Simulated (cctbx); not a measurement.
# Interatomic vectors of CeAsSe4

Space group I4_1/acd (no. 142, origin choice 1), a = 11.2920 Å, b = 11.2920 Å, c = 20.0970 Å, α = 90.00°, β = 90.00°, γ = 90.00°, content Ce16 Se64 As16.

The data are simulated with cctbx, not measured: Mo Kα, λ = 0.71073 Å, to d = 0.6 Å, 70 % of the full sphere, strongest reflection 20000 counts, noise from counting, a 2 % proportional error and a noise floor of 8 counts (s.d.); no absorption, some extinction.

Patterson synthesis, origin scaled to 1000:

```text
Patterson group I 4/m m m
      u       v       w   height  length (A)
  0.000   0.000   0.000   1000.0     0.00
  0.000   0.500   0.000    663.8     5.65
  0.000   0.000   0.500    392.9    10.05
  0.000   0.500   0.250    391.6     7.56
  0.000   0.000   0.250    390.6     5.02
  0.000   0.000   0.180    103.3     3.62
  0.090   0.364   0.126     96.8     4.93
  0.069   0.249   0.284     96.8     6.41
  0.090   0.136   0.376     95.9     7.77
  0.090   0.136   0.125     94.0     3.12
  0.068   0.250   0.465     93.8     9.80
  0.069   0.250   0.215     93.4     5.23
  0.090   0.364   0.374     93.3     8.63
  0.069   0.250   0.035     92.2     3.01
```

**Question.** Which atom pairs make the peaks, and where is the heaviest atom?

A peak at u stands for all pairs with xi − xj = u, with weight Σ ZiZj against Σ Z² = 145232 at the origin. Peak heights follow these weights only roughly, since form factors, motion and series ripples differ, all vectors within 0.55 Å of a peak are counted as merged into it though the farther ones add only part of their weight, and F(000) is left out, which lowers the whole map:

| u | v | w | shortest length (Å) | height | 1000 ΣZiZj/ΣZ² | pairs in the cell |
| --- | --- | --- | --- | --- | --- | --- |
| 0.000 | 0.500 | 0.000 | 5.65 | 664 | 685 | 16 × Ce–Ce, 32 × Se–Se, 8 × As–As |
| 0.000 | 0.000 | 0.500 | 7.98 | 393 | 371 | 16 × Ce–Ce |
| 0.000 | 0.500 | 0.250 | 7.56 | 392 | 371 | 16 × Ce–Ce |
| 0.000 | 0.000 | 0.250 | 5.02 | 391 | 371 | 16 × Ce–Ce |
| 0.000 | 0.000 | 0.180 | 3.62 | 103 | 127 | 16 × Se–Se |
| 0.090 | 0.364 | 0.126 | 4.93 | 97 | 109 | 8 × Ce–Se |
| 0.069 | 0.249 | 0.284 | 6.41 | 97 | 109 | 8 × Ce–Se |
| 0.090 | 0.136 | 0.376 | 6.67 | 96 | 109 | 8 × Ce–Se |
| 0.090 | 0.136 | 0.125 | 3.11 | 94 | 109 | 8 × Ce–Se |
| 0.068 | 0.250 | 0.465 | 5.68 | 94 | 109 | 8 × Ce–Se |

The table stops at ten peaks or at a height of 45, below which ripples compete. In the model behind the data Ce, the heaviest element, has 2 independent sites: (1/2, 0, 1/4) and (1/2, 1/2, 1/4), up to an allowed shift of origin; the Ce–Ce vectors are differences of these positions and their symmetry mates. The whole model:

```
atom  mult.       x       y       z  Ueq (Å²)
 Ce1      8     1/2       0     1/4    0.0164
 Ce2      8     1/2     1/2     1/4    0.0144
 Se1     32  0.0892  0.3632  0.1202    0.0163
 Se2     32  0.2538  0.5692  0.0350    0.0179
 As1     16     3/4  0.5303     1/8    0.0194
```

The model was made for the exercise: a known structure type with other elements put in, its volume estimated, not relaxed; displacement parameters are assumed.

[Logs are printed without paths, hosts, clocks, repeated set-up lines and the standing remarks that a program may print on its own settings, such as how far it seeks lower states.]
